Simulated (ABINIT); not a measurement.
Planning a run of ABINIT 10.8.3 on SrTiO3 (Tausonite). The input:

```
acell 3*1.0 Angstrom
rprim 
  3.905280000000 0.000000000000 0.000000000000
  0.000000000000 3.905280000000 0.000000000000
  0.000000000000 0.000000000000 3.905280000000
ntypat 3
znucl 38 22 8
natom 5
typat 1 2 3 3 3
xred 
  0.500000000000 0.500000000000 0.500000000000
  0.000000000000 0.000000000000 0.000000000000
  0.500000000000 0.000000000000 0.000000000000
  0.000000000000 0.500000000000 0.000000000000
  0.000000000000 0.000000000000 0.500000000000
pp_dirpath "pseudos"
pseudos "Sr.upf, Ti.upf, O.upf"
ecut 38
ngkpt 4 4 4
nshiftk 1
shiftk 0 0 0
kptopt 1
chksymbreak 0
istwfk *1
occopt 1
irdwfk 1
optdriver 4
nband 116
gwcalctyp 28
ecutsigx 38
symsigma 0
nkptgw 10
kptgw 
  0.0000000000 0.0000000000 0.0000000000
  0.2500000000 0.0000000000 0.0000000000
  0.5000000000 0.0000000000 0.0000000000
  0.2500000000 0.2500000000 0.0000000000
  0.5000000000 0.2500000000 0.0000000000
  0.5000000000 0.5000000000 0.0000000000
  0.2500000000 0.2500000000 0.2500000000
  0.5000000000 0.2500000000 0.2500000000
  0.5000000000 0.5000000000 0.2500000000
  0.5000000000 0.5000000000 0.5000000000
bdgw 
  12 31
  12 31
  12 31
  12 31
  12 31
  12 31
  12 31
  12 31
  12 31
  12 31
ecuteps 5
irdscr 1
ppmodel 1
indata_prefix "in"
outdata_prefix "out"
tmpdata_prefix "tmp"
```

```sh
OMP_NUM_THREADS=1 mpirun -n 8 abinit run.abi > log
```

How long will it take on 8 MPI ranks of Arm Neoverse V2, shared host, and how much memory?

It took 2.8 min; on shared hardware allow 84 s to 5.6 min. Peak host memory was 4.0 GiB.

[Long decimals in the printed logs are rounded to 6 places.]

[Logs are printed without paths, hosts, clocks, repeated set-up lines and the standing remarks that a program may print on its own settings, such as how far it seeks lower states.]

[Paths, hosts, dates, memory and timing lines, banners, echoed tables and standing remarks are left out of the program output; an Ansatz launch command may be rebuilt from the run's recorded settings. Measured values are a selection of at most five: reports struck by readers or far from the other reports are left out. None is set beside runs whose start may be inverted or whose files or cutoffs have a known fault.]

[Runs of the session that timed out or met a known fault of the program may be left out.]

[Hosts, paths, dates, database ids (printed as entryN), source tags and the programs' standing remarks are cut or masked in the printed files.]

[G0W0 gaps are taken among the corrected bands and points alone; a level outside them can change the order at an edge.]

[Where Ansatz stands beside ABINIT at settings called matched, ABINIT's density can come from a denser mesh and the files from another edition; pairs whose starting gaps differed by over 0.03 eV were left out, so agreement reads better than it is.]
